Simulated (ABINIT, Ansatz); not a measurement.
## K2PdC2 (P-3m1): one start, several treatments of the self-energy

How much does the gap of K2PdC2 (P-3m1) depend on the approximation to the self-energy?

Calculated with ABINIT 10.8.3; PBEsol and many-body steps on it, plane waves.

This is a report of a sequence of runs, with most program output left out.

In doubt: a PseudoDojo file used here is known to give poor structures and forces, which bears on pressures, cells, forces and phonons.

## (1) The structure

Symmetry: P-3m1, No. 164, trigonal system. The conventional cell has a = 5.118 Å, b = 5.118 Å, c = 5.258 Å, α = 90.00°, β = 90.00°, γ = 120.00°. K has 6 C at 3.00 to 3.45 Å and 3 Pd at 3.30 Å nearest. Pd has 4 C at 2.00 to 3.26 Å and 6 K at 3.30 Å nearest. Nearest to C lie 1 C at 1.26 Å and 2 Pd at 2.00 to 3.26 Å and 6 K at 3.00 to 3.45 Å. Farther neighbours are not listed.

The cell and positions are those that the Materials Project relaxed with its own functionals (PBE, PBE+U or r2SCAN), kept fixed.

## (2) Empty states on the mesh, 3×3×2 mesh, 235 bands

This step: ABINIT 10.8.3; DFT, PBEsol, plane waves, norm-conserving pseudopotentials.

The sums over transitions need many empty states on a uniform mesh; this step solves for them.

File run.abi:

```
acell 3*1.0 Angstrom
rprim 
  5.118184061448 -0.000000000011 0.000000000000
  -2.559092030714 4.432477418464 0.000000000000
  0.000000000000 0.000000000000 5.258137180000
ntypat 3
znucl 19 46 6
natom 5
typat 1 1 2 3 3
xred 
  0.666666666667 0.333333333333 0.720198210000
  0.333333333333 0.666666666667 0.279801790000
  0.000000000000 0.000000000000 0.000000000000
  0.000000000000 0.000000000000 0.620196780000
  0.000000000000 0.000000000000 0.379803220000
pp_dirpath "pseudos"
pseudos "K.upf, Pd.upf, C.upf"
ecut 37
ngkpt 3 3 2
nshiftk 1
shiftk 0 0 0
kptopt 1
chksymbreak 0
iscf -2
irdden 1
istwfk *1
nband 235
nbdbuf 20
tolwfr 1e-09
nstep 60
prtvol 0
indata_prefix "in"
outdata_prefix "out"
tmpdata_prefix "tmp"
```

Run with:

```
$ OMP_NUM_THREADS=1 mpirun -n 4 abinit run.abi > log
```

It took 5.9 min on 4 MPI ranks of Intel Xeon Platinum 8223CL at 3.00GHz (Skylake/Cascade Lake), shared host; peak memory 0.61 GiB; 23 min of CPU time.

Numbers from this step:

* gap: 1.694 eV
* k of the valence top: 0, 0, 0.5
* k of the conduction bottom: 0.3333, 0, 0.5
* least direct gap: 1.714 eV
* k points computed: 6
* lowest point of the top converged band, above the valence top: 71.1216 eV

On this mesh the gap is 1.694 eV.

The density comes from a self-consistent run that is not shown.

## (3) Screening, 3×3×2 mesh, 101 bands, screening to 114.3 eV

The RPA dielectric matrix is built and inverted for each q.

This step: RPA screening on PBEsol, plane waves, norm-conserving pseudopotentials.

Edit run.abi of step 2 so:

```diff
@@ -23,10 +23,11 @@
 chksymbreak 0
-iscf -2
-irdden 1
 istwfk *1
-nband 235
-nbdbuf 20
-tolwfr 1e-09
-nstep 60
-prtvol 0
+occopt 1
+irdwfk 1
+optdriver 3
+nband 101
+ecuteps 4.2
+inclvkb 2
+awtr 1
+symchi 1
 indata_prefix "in"
```

The job ended after 85 s (4 MPI ranks; peak memory 1.3 GiB).

This step gave:

```
ε∞ with local fields, on this mesh, along the program's q direction : 10.52
the same without local fields                                       : 12.55
plasma frequency                                                    : 22.55 eV
plane waves in the screening matrix                                 : 339
```

Local fields lower ε∞ by 16 %. On a Γ-centred mesh this coarse the value itself is usually too large, while a short band sum pulls it down.

## (4) G0W0, Godby-Needs plasmon pole

The self-energy is evaluated for the states that the input lists, and the levels follow from it, in one-shot runs by the linearised quasiparticle equation.

This step: G0W0 on PBEsol, plane waves, norm-conserving pseudopotentials.

Edit run.abi of step 3 so:

```diff
@@ -26,8 +26,19 @@
 irdwfk 1
-optdriver 3
+optdriver 4
 nband 101
+gwcalctyp 0
+ecutsigx 37
+symsigma 1
+nkptgw 3
+kptgw 
+  0.0000000000 0.0000000000 0.5000000000
+  0.3333333333 0.0000000000 0.5000000000
+  0.0000000000 0.0000000000 0.0000000000
+bdgw 
+  21 24
+  21 24
+  21 24
 ecuteps 4.2
-inclvkb 2
-awtr 1
-symchi 1
+irdscr 1
+ppmodel 1
 indata_prefix "in"
```

It took 31 s on 4 MPI ranks; peak memory 1.1 GiB; 2 min of CPU time.

This step gave:

```
G0W0 gap on the points computed              : 2.431 eV
starting gap on the mesh                     : 1.694 eV
k of the valence top                         : 0, 0, 0.5
k of the conduction bottom                   : 0.3333, 0, 0.5
Z at the valence top                         : 0.754
Z at the conduction bottom                   : 0.804
least direct G0W0 gap on the computed points : 2.458 eV
```

The gap on the mesh goes from 1.69 eV to 2.43 eV, a correction of +0.74 eV.

## (5) G0W0, von der Linden-Horsch plasmon pole

Edit run.abi of step 4 so:

```diff
@@ -42,3 +42,3 @@
 irdscr 1
-ppmodel 1
+ppmodel 3
 indata_prefix "in"
```

Run time: 14 s. Hardware: 4 MPI ranks; peak memory 0.98 GiB; 57 s of CPU time.

Numbers from this step:

```
G0W0 gap on the points computed              : 2.289 eV
starting gap on the mesh                     : 1.694 eV
k of the valence top                         : 0, 0, 0.5
k of the conduction bottom                   : 0.3333, 0, 0.5
Z at the valence top                         : 0.85
Z at the conduction bottom                   : 0.881
least direct G0W0 gap on the computed points : 2.321 eV
```

Against G0W0 in ABINIT (3×3×2 mesh, 101 bands, screening to 114.3 eV, Godby-Needs plasmon pole), the gap moves by −0.142 eV.

## (6) G0W0, Hybertsen-Louie plasmon pole

Edit run.abi of step 5 so:

```diff
@@ -42,3 +42,3 @@
 irdscr 1
-ppmodel 3
+ppmodel 2
 indata_prefix "in"
```

Run time: 22 s. Hardware: 4 MPI ranks; peak memory 1 GiB; 88 s of CPU time.

This step gave:

- G0W0 gap on the points computed: 2.149 eV
- starting gap on the mesh: 1.694 eV
- k of the valence top: 0, 0, 0.5
- k of the conduction bottom: 0.3333, 0, 0.5
- least direct G0W0 gap on the computed points: 2.182 eV

Against G0W0 in ABINIT (3×3×2 mesh, 101 bands, screening to 114.3 eV, Godby-Needs plasmon pole), the gap moves by −0.282 eV.

## (7) One-shot Hartree-Fock

This step: one-shot Hartree-Fock on PBEsol, plane waves, norm-conserving pseudopotentials.

Edit run.abi of step 6 so:

```diff
@@ -27,4 +27,4 @@
 optdriver 4
-nband 101
-gwcalctyp 0
+nband 26
+gwcalctyp 5
 ecutsigx 37
@@ -40,5 +40,4 @@
   21 24
-ecuteps 4.2
-irdscr 1
-ppmodel 2
+ixc_sigma 40
+fftgw 31
 indata_prefix "in"
```

The job ended after 5.7 s (4 MPI ranks; peak memory 0.24 GiB).

This step gave:

| Property | Result |
| --- | --- |
| quasiparticle gap on the points computed | 9.355 eV |
| starting gap on the mesh | 1.694 eV |
| k of the valence top | 0, 0, 0.5 |
| k of the conduction bottom | 0.3333, 0, 0.5 |
| least direct quasiparticle gap on the computed points | 9.358 eV |

Against G0W0 in ABINIT (3×3×2 mesh, 101 bands, screening to 114.3 eV, Godby-Needs plasmon pole), the gap moves by +6.924 eV.

## (8) Side by side

Times are wall times on 4 MPI ranks of Intel Xeon Platinum 8223CL at 3.00GHz (Skylake/Cascade Lake), shared host, good to a factor of about two. A run's time includes the screening step that it read.

```csv
run,mesh,bands,screening cutoff (eV),DFT gap (eV),gap on the mesh (eV),direct (eV),ε∞ used,time
"G0W0, Godby-Needs plasmon pole",3×3×2,101,114.3,1.694,2.431,2.458,10.52,1.9 min
"G0W0, von der Linden-Horsch plasmon pole",3×3×2,101,114.3,1.694,2.289,2.321,10.52,99 s
"G0W0, Hybertsen-Louie plasmon pole",3×3×2,101,114.3,1.694,2.149,2.182,10.52,1.8 min
one-shot Hartree-Fock,3×3×2,-,-,1.694,9.355,9.358,-,5.7 s
```

## (9) Results

| Property | Result |
| --- | --- |
| G0W0, Godby-Needs plasmon pole | 2.431 eV |
| G0W0, von der Linden-Horsch plasmon pole | 2.289 eV |
| G0W0, Hybertsen-Louie plasmon pole | 2.149 eV |
| one-shot Hartree-Fock | 9.355 eV |
| known limits | not at the basis limit; no spin polarisation; d states lean on the start; no spin-orbit coupling; coarse k mesh |

What this shows: G0W0, von der Linden-Horsch plasmon pole: −0.142 eV against G0W0, Godby-Needs plasmon pole. G0W0, Hybertsen-Louie plasmon pole: −0.282 eV against G0W0, Godby-Needs plasmon pole. One-shot Hartree-Fock: +6.924 eV against G0W0, Godby-Needs plasmon pole. Bare exchange alone opens the gap to 9.36 eV; against G0W0, correlation takes back 6.92 eV. Bands and cutoff are finite, so the gap is not at the basis limit. The miss can reach some tenths of an eV and take either sign; the mesh is an error of its own. In the G0W0 runs levels were corrected at 3 k points alone, so a gap called «on the mesh» is the least over those, and an edge elsewhere would be missed. A denser mesh or path gives a starting gap of 1.36 eV: the GW mesh misses a band edge, so its gaps are not the fundamental one. The 3×3×2 mesh is coarse for this cell, which bears on the long-range parts of exchange and screening. The runs have no spin polarisation. For a closed low-spin shell that is the natural state; where a d or f shell is open it is a constraint, and the gap is then not the crystal's own. With d states at the gap, one-shot GW leans hard on its start. The many-body steps are scalar-relativistic: spin-orbit coupling is not in them.

[Paths, hosts, dates, memory and timing lines, banners, echoed tables and standing remarks are left out of the program output.]

[Logs are printed without paths, hosts, clocks, repeated set-up lines and the standing remarks that a program may print on its own settings, such as how far it seeks lower states.]

[Runs of the session that timed out or met a known fault of the program may be left out.]

[Hosts, paths, dates, database ids (printed as entryN), source tags and the programs' standing remarks are cut or masked in the printed files.]

[G0W0 gaps are taken among the corrected bands and points alone; a level outside them can change the order at an edge.]

[Where Ansatz stands beside ABINIT at settings called matched, ABINIT's density can come from a denser mesh and the files from another edition; pairs whose starting gaps differed by over 0.03 eV were left out, so agreement reads better than it is.]
